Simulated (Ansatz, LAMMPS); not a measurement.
## 42In2O3-58Na2O (mol %) with crystalline order left by the classical run (100 atoms): a short ab initio trajectory

Aim: follow 42In2O3-58Na2O (mol %) with crystalline order left by the classical run (100 atoms) for a short time with forces from DFT, then look at structure and electrons in the last frame.

Method: Kohn-Sham DFT, PBEsol, PAW (set soft_2), plane waves, in Ansatz 0.2.0.

### 1. Starting point

The cell holds 100 atoms: 22 In, 30 Na and 48 O. Its edges and angles: a = 10.882 Å, b = 10.882 Å, c = 10.882 Å, α = 90.0°, β = 90.0°, γ = 90.0°. 100 atoms (22 Sc, 30 Na, 48 O) placed at random at 3.37 g/cm³, melted at 5000 K for 10 ps at fixed volume with the Morse and Coulomb pair potential with partial charges (Pedone, Malavasi, Menziani, Cormack and Segre, J. Phys. Chem. B 110, 11780 (2006)). Quenched from 5000 K to 300 K at 20 K/ps and fixed volume, held 10 ps at zero pressure, then minimised at fixed cell. Then Sc was replaced by In and the cell scaled by 1.021 (the potential has no terms for the new elements, so the cell is a start for a DFT relaxation).

What the set-up can't give: The quench rate of 20 K/ps is orders of magnitude faster than experiment, which tends to freeze in extra defects. The starting topology of bonds comes from the classical model. Sampling is at Γ alone, for a cell whose shortest periodic width is 11 Å.

### 2. Single point at the start

A single point comes first, to see the forces before anything moves.

Contents of input.yaml:

```yaml
crystal:
  lattice:
    - [10.88246, 0.0, 0.0]
    - [0.0, 10.88246, 0.0]
    - [0.0, 0.0, 10.88246]
  atoms:
    - { symbol: In, position: [0.30132, 0.31981, 0.08557] }
    - { symbol: In, position: [0.67138, 0.47242, 0.596] }
    - { symbol: In, position: [0.90629, 0.76488, 0.31855] }
    - { symbol: In, position: [0.37738, 0.3916, 0.79274] }
    [... 90 atom lines left out ...]
    - { symbol: O, position: [0.61844, 0.40292, 0.41396] }
    - { symbol: O, position: [0.56707, 0.66069, 0.27279] }
    - { symbol: O, position: [0.09498, 0.04642, 0.86661] }
    - { symbol: O, position: [0.44693, 0.19675, 0.10861] }
    - { symbol: O, position: [0.80042, 0.63084, 0.4244] }
    - { symbol: O, position: [0.62849, 0.42457, 0.14499] }
kpoints:
  mp_grid: { grid: [1, 1, 1] }
hamiltonian:
  xc: pbesol
scf:
  occupations: { method: fermi_dirac, width: 0.05 }
output:
  forces: true
  stress: true
```

The run is started by

```sh
$ ansatz run input.yaml --threads 4 --pin off --max-ram 8192MiB --backend cpu --events-out ev --progress --plain --runs-dir out
```

Run time: 15 s. Hardware: 4 threads of Intel Xeon 6975P-C (Granite Rapids), shared host; peak memory 2.1 GiB.

The run gave:

| Quantity | Value |
| --- | --- |
| free energy | -192778.3313 eV |
| free energy per atom | -1927.7833 eV/atom |
| SCF cycles | 10 |
| pressure | 1.368 GPa |
| r.m.s. force component | 0.3567 eV/Å |
| longest force | 1.274 eV/Å |
| Fermi energy | 7.523 eV |

The r.m.s. force component of 0.36 eV/Å and the pressure of 1.4 GPa set the starting point.

Neighbours are counted within 3.09 Å (O-Na), 2.73 Å (O-In).

Length of the force by element and coordination:

| element | coordination | atoms | mean length of the force (eV/Å) | spread | least | most |
| --- | --- | --- | --- | --- | --- | --- |
| In | all | 22 | 0.402 | 0.155 | 0.129 | 0.678 |
| In | 4 | 1 | 0.379 | 0 | 0.379 | 0.379 |
| In | 5 | 6 | 0.466 | 0.118 | 0.355 | 0.66 |
| In | 6 | 15 | 0.378 | 0.166 | 0.129 | 0.678 |
| Na | all | 30 | 0.563 | 0.248 | 0.211 | 1.10 |
| Na | 5 | 19 | 0.646 | 0.250 | 0.240 | 1.10 |
| Na | 6 | 8 | 0.399 | 0.160 | 0.211 | 0.677 |
| Na | 7 | 3 | 0.474 | 0.155 | 0.331 | 0.690 |
| O | all | 48 | 0.643 | 0.245 | 0.165 | 1.27 |
| O | 5 | 11 | 0.410 | 0.173 | 0.165 | 0.780 |
| O | 6 | 27 | 0.680 | 0.202 | 0.383 | 1.08 |
| O | 7 | 9 | 0.802 | 0.253 | 0.393 | 1.27 |
| O | 8 | 1 | 0.780 | 0 | 0.780 | 0.780 |

### 3. Dynamics started at 400 K

Without a thermostat the total energy must stay constant, which tests forces and time step. The time step is 1.0 fs.

Edit input.yaml of step 2 so:

```diff
@@ -16 +16,8 @@
   stress: true
+md:
+  timestep: 1.0
+  n_steps: 104
+  ensemble: nve
+  temperature: 400
+  initial_velocities: maxwell_boltzmann
+  seed: 9800
```

Elapsed: 14 min, on 4 threads; peak memory 2.3 GiB; 51 min of CPU time.

The program notes that the SCF threshold is loose for the stress and it switched symmetry off.

The trajectory, sampled:

| time (fs) | T (K) | potential (meV/atom) | conserved (meV/atom) |
| --- | --- | --- | --- |
| 0.0 | 400 | 0.0 | 0.00 |
| 7.0 | 391 | 1.2 | 0.00 |
| 14.0 | 331 | 8.8 | 0.01 |
| 21.0 | 271 | 16.6 | 0.02 |
| 28.0 | 246 | 19.8 | 0.02 |
| 35.0 | 265 | 17.3 | 0.01 |
| 42.0 | 302 | 12.5 | 0.01 |
| 49.0 | 322 | 9.9 | 0.00 |
| 55.0 | 311 | 11.4 | 0.01 |
| 62.0 | 281 | 15.3 | 0.02 |
| 69.0 | 284 | 14.9 | 0.02 |
| 76.0 | 327 | 9.3 | 0.01 |
| 83.0 | 355 | 5.7 | 0.00 |
| 90.0 | 342 | 7.5 | 0.01 |
| 97.0 | 315 | 10.9 | 0.02 |
| 104.0 | 303 | 12.4 | 0.02 |

Mean square displacement from the first frame to the last: In 0.023 Å², Na 0.12 Å², O 0.045 Å².

The mean square displacement by time lag:

| time lag (fs) | In (Å²) | Na (Å²) | O (Å²) |
| --- | --- | --- | --- |
| 1.0 | 5.9e-6 | 3.9e-5 | 4.7e-5 |
| 3.0 | 5.3e-5 | 3.5e-4 | 4.2e-4 |
| 5.0 | 1.5e-4 | 9.6e-4 | 0.00116 |
| 7.0 | 2.8e-4 | 0.00186 | 0.00225 |
| 9.0 | 4.7e-4 | 0.00306 | 0.00366 |
| 11.0 | 6.9e-4 | 0.00453 | 0.00534 |
| 13.0 | 9.5e-4 | 0.00625 | 0.00727 |
| 15.0 | 0.00125 | 0.00823 | 0.00940 |
| 18.0 | 0.00177 | 0.0116 | 0.0128 |
| 20.0 | 0.00216 | 0.0141 | 0.0152 |
| 22.0 | 0.00257 | 0.0168 | 0.0177 |
| 24.0 | 0.00302 | 0.0196 | 0.0201 |
| 26.0 | 0.00349 | 0.0225 | 0.0224 |
| 28.0 | 0.00398 | 0.0256 | 0.0246 |
| 30.0 | 0.00449 | 0.0288 | 0.0267 |
| 32.0 | 0.00502 | 0.0320 | 0.0286 |
| 35.0 | 0.00584 | 0.0369 | 0.0311 |
| 37.0 | 0.00640 | 0.0401 | 0.0325 |
| 39.0 | 0.00697 | 0.0434 | 0.0337 |
| 41.0 | 0.00754 | 0.0467 | 0.0348 |
| 43.0 | 0.00813 | 0.0499 | 0.0356 |
| 45.0 | 0.00871 | 0.0531 | 0.0363 |
| 47.0 | 0.00929 | 0.0563 | 0.0369 |
| 49.0 | 0.00987 | 0.0593 | 0.0373 |
| 52.0 | 0.0107 | 0.0638 | 0.0378 |

Over the second half of 104 fs the temperature averages 315 K with swings of 25 K r.m.s. The conserved energy stays within 0.02 meV/atom. From first frame to last Na has the largest mean square displacement, 0.12 Å² at the end; the farthest move is 0.85 Å. The mean temperature of 315 K lies well off the 400 K of the input: without a thermostat, part of the starting kinetic energy flows into potential energy (about half from a start near a minimum). The count of bonds goes from 288 in the first frame to 286 in the last, by one set of cutoffs: 7 pairs passed out of them and 5 came within. The run spans 0.10 ps, too short for its means to be equilibrium values.

### 4. Local order late in the run

The g(r) is a mean over the second half; what follows it is taken at the last frame.

Bonds before and after, by the cutoffs listed below:

| pair | bonds before | bonds after | mean before (Å) | mean after (Å) | spread before (Å) | spread after (Å) |
| --- | --- | --- | --- | --- | --- | --- |
| O-Na | 164 | 162 | 2.496 | 2.432 | 0.201 | 0.225 |
| O-In | 124 | 124 | 2.182 | 2.224 | 0.076 | 0.126 |

Density 5.13 g/cm³, 12.89 Å³ an atom.

Mean of 15 frames. Pair distribution functions g(r), in bins of 0.2 Å:

| r (Å) | total | O-O | O-Na | O-In | Na-Na | Na-In | In-In |
| --- | --- | --- | --- | --- | --- | --- | --- |
| 1.90 | 0.01 | 0.00 | 0.00 | 0.05 | 0.00 | 0.00 | 0.00 |
| 2.10 | 1.99 | 0.00 | 1.53 | 7.34 | 0.00 | 0.00 | 0.00 |
| 2.30 | 2.09 | 0.00 | 4.11 | 4.29 | 0.05 | 0.00 | 0.00 |
| 2.50 | 0.95 | 0.00 | 2.50 | 0.68 | 0.97 | 0.00 | 0.00 |
| 2.70 | 0.55 | 0.29 | 1.13 | 0.08 | 1.12 | 0.27 | 0.00 |
| 2.90 | 0.97 | 1.92 | 0.40 | 0.07 | 2.00 | 1.60 | 0.11 |
| 3.10 | 1.48 | 3.16 | 0.27 | 0.11 | 1.88 | 2.99 | 1.77 |
| 3.30 | 1.58 | 2.63 | 0.30 | 0.11 | 1.98 | 3.42 | 4.73 |
| 3.50 | 0.86 | 1.36 | 0.39 | 0.12 | 0.74 | 1.86 | 1.98 |
| 3.70 | 0.72 | 0.73 | 0.89 | 0.47 | 0.65 | 0.80 | 0.61 |
| 3.90 | 0.78 | 0.33 | 1.10 | 1.11 | 0.78 | 0.54 | 0.22 |
| 4.10 | 0.85 | 0.66 | 0.97 | 1.24 | 0.54 | 0.61 | 0.50 |
| 4.30 | 0.86 | 1.04 | 0.76 | 0.82 | 0.81 | 0.93 | 0.79 |
| 4.50 | 0.79 | 0.82 | 0.72 | 0.74 | 1.16 | 0.57 | 1.17 |
| 4.70 | 0.96 | 0.56 | 1.33 | 1.36 | 0.96 | 0.50 | 0.24 |
| 4.90 | 1.27 | 0.47 | 1.98 | 2.14 | 0.61 | 0.52 | 0.29 |
| 5.10 | 1.22 | 0.53 | 1.58 | 2.23 | 0.58 | 0.81 | 0.36 |
| 5.30 | 1.19 | 1.15 | 1.34 | 1.40 | 0.86 | 0.99 | 0.87 |

Bonds by pair of elements; cutoffs follow the first minimum of g(r), held within bounds set by covalent radii, and pairs that aren't listed don't count as bonded:

| pair A-B | cutoff (Å) | bonds | mean length (Å) | spread (Å) | shortest (Å) | B about A | A about B |
| --- | --- | --- | --- | --- | --- | --- | --- |
| O-Na | 3.09 | 162 | 2.43 | 0.225 | 2.07 | 3.38 | 5.4 |
| O-In | 2.73 | 124 | 2.22 | 0.126 | 2.02 | 2.58 | 5.64 |

How many atoms have how many bonded neighbours:

| element | mean | 4 | 5 | 6 | 7 | 8 |
| --- | --- | --- | --- | --- | --- | --- |
| In | 5.64 | 1 | 6 | 15 | 0 | 0 |
| Na | 5.4 | 1 | 18 | 9 | 2 | 0 |
| O | 5.96 | 0 | 11 | 29 | 7 | 1 |

Bond angles, per cent of each kind in bins of 5°:

| angle (°) | In-O-Na | O-Na-O | O-In-O | Na-O-Na | In-O-In |
| --- | --- | --- | --- | --- | --- |
| 50–55 | 0.0 | 0.0 | 0.0 | 0.4 | 0.0 |
| 55–60 | 0.0 | 0.0 | 0.0 | 3.1 | 0.0 |
| 60–65 | 0.0 | 0.6 | 0.0 | 6.1 | 0.0 |
| 65–70 | 1.1 | 1.7 | 0.0 | 4.4 | 0.0 |
| 70–75 | 4.0 | 4.7 | 0.7 | 9.6 | 0.0 |
| 75–80 | 5.9 | 7.7 | 4.8 | 10.0 | 0.0 |
| 80–85 | 11.4 | 15.2 | 13.1 | 11.4 | 1.7 |
| 85–90 | 15.4 | 12.7 | 21.6 | 8.3 | 8.7 |
| 90–95 | 19.7 | 8.5 | 15.5 | 4.8 | 29.6 |
| 95–100 | 11.2 | 9.9 | 13.4 | 3.5 | 23.5 |
| 100–105 | 5.6 | 4.4 | 6.5 | 3.1 | 7.0 |
| 105–110 | 2.4 | 4.4 | 2.4 | 3.9 | 4.3 |
| 110–115 | 1.1 | 3.6 | 1.0 | 1.8 | 0.0 |
| 115–120 | 1.6 | 1.7 | 0.3 | 2.2 | 1.7 |
| 120–125 | 1.3 | 2.2 | 0.3 | 3.1 | 0.0 |
| 125–130 | 0.5 | 2.5 | 0.3 | 2.2 | 0.0 |
| 130–135 | 0.8 | 1.4 | 0.7 | 2.2 | 1.7 |
| 135–140 | 0.8 | 1.9 | 0.0 | 3.1 | 1.7 |
| 140–145 | 1.3 | 1.7 | 0.3 | 2.6 | 0.9 |
| 145–150 | 0.8 | 1.9 | 0.3 | 0.9 | 0.0 |
| 150–155 | 2.1 | 1.9 | 0.7 | 0.9 | 0.9 |
| 155–160 | 1.9 | 3.3 | 1.0 | 1.8 | 1.7 |
| 160–165 | 2.4 | 2.2 | 2.4 | 3.1 | 7.0 |
| 165–170 | 3.5 | 2.5 | 4.5 | 3.1 | 3.5 |
| 170–175 | 4.0 | 2.8 | 6.9 | 3.5 | 5.2 |
| 175–180 | 1.3 | 0.8 | 3.1 | 1.3 | 0.9 |

Bond angles (no mean is given where the spread exceeds 20°):

| angle | count | mean (°) | spread (°) |
| --- | --- | --- | --- |
| In-O-Na | 376 | - | - |
| O-Na-O | 363 | - | - |
| O-In-O | 291 | - | - |
| Na-O-Na | 229 | - | - |
| In-O-In | 115 | - | - |

Bond length by coordination (bonds to H left out):

| element | coordination | atoms | mean bond length (Å) |
| --- | --- | --- | --- |
| In | 4 | 1 | 2.15 |
| In | 5 | 6 | 2.18 |
| In | 6 | 15 | 2.24 |
| Na | 4 | 1 | 2.32 |
| Na | 5 | 18 | 2.40 |
| Na | 6 | 9 | 2.46 |
| Na | 7 | 2 | 2.57 |
| O | 5 | 11 | 2.26 |
| O | 6 | 29 | 2.34 |
| O | 7 | 7 | 2.41 |
| O | 8 | 1 | 2.50 |

First main peaks of g(r), for some of the pairs, lie near 3.1 Å (O-O), 2.3 Å (O-Na), 2.2 Å (O-In), 3.3 Å (Na-In) and 3.3 Å (In-In). With the cutoffs above, 68 % of In atoms have 6, 60 % of Na atoms have 5 and 60 % of O atoms have 6 bonded neighbours.

### 5. Single point at the last frame

The last frame is solved again with fuller output, to read the electronic structure of a thermally displaced geometry.

Contents of input.yaml:

```yaml
crystal:
  lattice:
    - [10.88246, 0.0, 0.0]
    - [0.0, 10.88246, 0.0]
    - [0.0, 0.0, 10.88246]
  atoms:
    - { symbol: In, position: [0.30171, 0.31657, 0.09323] }
    - { symbol: In, position: [0.66766, 0.47074, 0.59957] }
    - { symbol: In, position: [0.90281, 0.76812, 0.31221] }
    - { symbol: In, position: [0.36285, 0.38557, 0.78517] }
    [... 90 atom lines left out ...]
    - { symbol: O, position: [0.61238, 0.39147, 0.42766] }
    - { symbol: O, position: [0.57651, 0.65804, 0.26927] }
    - { symbol: O, position: [0.10149, 0.0472, 0.8649] }
    - { symbol: O, position: [0.44851, 0.19026, 0.09876] }
    - { symbol: O, position: [0.79985, 0.63261, 0.40312] }
    - { symbol: O, position: [0.62673, 0.40677, 0.13976] }
kpoints:
  mp_grid: { grid: [1, 1, 1] }
hamiltonian:
  xc: pbesol
scf:
  occupations: { method: fermi_dirac, width: 0.05 }
output:
  forces: true
  stress: true
  populations: true
  dos:
    method: { smearing: { sigma: 0.15 } }
    de: 0.1
    projected: { site_lists: { In: [In], Na: [Na], O: [O] } }
  eigenvalues: true
  write_density: true
  write_potential: true
  volumetric_format: npy
```

Wall time 28 s (4 threads); peak memory 2.1 GiB; 1.7 min of CPU time.

Numbers from this run:

- free energy: -192777.0940 eV
- free energy per atom: -1927.7709 eV/atom
- SCF cycles: 12
- pressure: 1.051 GPa
- r.m.s. force component: 0.4743 eV/Å
- longest force: 1.615 eV/Å
- Fermi energy: 7.458 eV
- gap (highest filled to lowest empty level): 0.7865 eV
- spilling of the projection: 0.003648

Neighbours are counted within 3.09 Å (O-Na), 2.73 Å (O-In), the cutoffs taken from the dynamics.

Length of the force by element and coordination:

| element | coordination | atoms | mean length of the force (eV/Å) | spread | least | most |
| --- | --- | --- | --- | --- | --- | --- |
| In | all | 22 | 0.900 | 0.270 | 0.607 | 1.62 |
| In | 4 | 1 | 0.624 | 0 | 0.624 | 0.624 |
| In | 5 | 6 | 0.810 | 0.16 | 0.610 | 1.02 |
| In | 6 | 15 | 0.954 | 0.293 | 0.607 | 1.62 |
| Na | all | 30 | 0.560 | 0.256 | 0.153 | 1.12 |
| Na | 4 | 1 | 0.547 | 0 | 0.547 | 0.547 |
| Na | 5 | 18 | 0.529 | 0.287 | 0.153 | 1.12 |
| Na | 6 | 9 | 0.592 | 0.208 | 0.270 | 1.08 |
| Na | 7 | 2 | 0.702 | 0.0991 | 0.603 | 0.801 |
| O | all | 48 | 0.825 | 0.288 | 0.221 | 1.61 |
| O | 5 | 11 | 0.788 | 0.284 | 0.343 | 1.23 |
| O | 6 | 29 | 0.813 | 0.265 | 0.221 | 1.36 |
| O | 7 | 7 | 0.958 | 0.358 | 0.487 | 1.61 |
| O | 8 | 1 | 0.643 | 0 | 0.643 | 0.643 |

Löwdin charges by element and coordination (they lack the spilled electrons, 0.031 e an atom on average):

| element | coordination | atoms | mean charge (e) | spread | least | most |
| --- | --- | --- | --- | --- | --- | --- |
| In | all | 22 | 0.965 | 0.0409 | 0.855 | 1.02 |
| In | 4 | 1 | 0.855 | 0 | 0.855 | 0.855 |
| In | 5 | 6 | 0.957 | 0.0272 | 0.928 | 0.994 |
| In | 6 | 15 | 0.976 | 0.0346 | 0.885 | 1.02 |
| Na | all | 30 | 0.783 | 0.0108 | 0.764 | 0.808 |
| Na | 4 | 1 | 0.785 | 0 | 0.785 | 0.785 |
| Na | 5 | 18 | 0.779 | 0.0109 | 0.764 | 0.808 |
| Na | 6 | 9 | 0.787 | 0.0058 | 0.774 | 0.796 |
| Na | 7 | 2 | 0.800 | 0.0068 | 0.793 | 0.807 |
| O | all | 48 | -0.868 | 0.076 | -1.03 | -0.755 |
| O | 5 | 11 | -0.829 | 0.0538 | -0.901 | -0.755 |
| O | 6 | 29 | -0.855 | 0.062 | -1.03 | -0.758 |
| O | 7 | 7 | -0.959 | 0.0632 | -1.02 | -0.822 |
| O | 8 | 1 | -1.03 | 0 | -1.03 | -1.03 |

States in the cell by windows of 1 eV, zero at the Fermi level; the larger projections on atomic orbitals stand beside the total:

| from (eV) | to (eV) | total | O p | In p | In s |
| --- | --- | --- | --- | --- | --- |
| -10 | -7 | 0.0 | 0.0 | 0.0 | 0.0 |
| -7 | -6 | 6.9 | 4.0 | 0.2 | 2.3 |
| -6 | -5 | 25.5 | 15.2 | 1.4 | 7.0 |
| -5 | -4 | 23.2 | 15.6 | 3.2 | 2.8 |
| -4 | -3 | 43.6 | 33.9 | 6.0 | 1.0 |
| -3 | -2 | 62.3 | 53.3 | 4.6 | 0.4 |
| -2 | -1 | 88.7 | 82.5 | 1.7 | 0.2 |
| -1 | 0 | 37.9 | 36.2 | 0.3 | 0.1 |
| 0 | 1 | 2.0 | 0.4 | 0.0 | 0.4 |
| 1 | 2 | 0.0 | 0.0 | 0.0 | 0.0 |
| 2 | 3 | 9.9 | 3.6 | 1.3 | 2.6 |
| 3 | 4 | 16.3 | 5.3 | 2.4 | 5.5 |
| 4 | 5 | 19.5 | 5.0 | 4.5 | 5.4 |

Between -26 and -10 eV lie 496 more states.

The stored curve holds about 784 of the 844 electrons; the rest, give or take the few that broadening carries across the Fermi level, lie in deeper levels below its range.

The levels nearest the highest filled one (over half full), pooled over k-points and spins:

| level less the highest filled one (eV) | occupation |
| --- | --- |
| -0.273 | 2 |
| -0.243 | 2 |
| -0.222 | 2 |
| -0.149 | 2 |
| -0.0654 | 2 |
| 0 | 2.00 |
| 0.786 | 0.001 |
| 2.64 | 0 |
| 2.72 | 0 |
| 3.01 | 0 |
| 3.2 | 0 |
| 3.23 | 0 |

Mean Löwdin charges: In +0.97, Na +0.78, O -0.87 e (they miss 0.36 % of the electrons, so they add up to more than the cell's charge).

### 6. What came out

| Property | Result |
| --- | --- |
| mean temperature, second half | 315.4 K |
| temperature swing, second half | 25.04 K |
| mean pressure, second half | 2.616 GPa |
| slope of the conserved energy against time, by least squares | 0.0361 meV/atom/ps |
| free energy per atom | -1927.7709 eV/atom |
| pressure | 1.051 GPa |
| r.m.s. force component | 0.4743 eV/Å |
| gap (highest filled to lowest empty level) | 0.7865 eV |
| wall time of the 3 DFT runs | 15 min |

In words: Over the second half of 104 fs the temperature averages 315 K with swings of 25 K r.m.s. The conserved energy stays within 0.02 meV/atom. The mean temperature of 315 K lies well off the 400 K of the input: without a thermostat, part of the starting kinetic energy flows into potential energy (about half from a start near a minimum). The count of bonds goes from 288 in the first frame to 286 in the last, by one set of cutoffs: 7 pairs passed out of them and 5 came within. The run spans 0.10 ps, too short for its means to be equilibrium values. With the cutoffs above, 68 % of In atoms have 6, 60 % of Na atoms have 5 and 60 % of O atoms have 6 bonded neighbours. The highest filled and lowest empty levels differ by 0.786 eV (at Γ alone); a semilocal functional tends to put such gaps too low. In a disordered cell it changes from sample to sample, and tail or defect levels can set it.

What to keep in mind: The starting topology of bonds comes from the classical model; in DFT 7 of its 288 bonded pairs passed out of the cutoffs and 5 came within them. The stress is far from hydrostatic: its diagonal is 3.5, 0.8, -1.2 GPa, compression counted positive. The pressure of a single frame lacks the kinetic term, about 0.34 GPa here.

[Logs are printed without paths, hosts, clocks, repeated set-up lines and the standing remarks that a program may print on its own settings, such as how far it seeks lower states.]

[Hosts, paths, dates, database ids (printed as entryN), source tags and the programs' standing remarks are cut or masked in the printed files.]
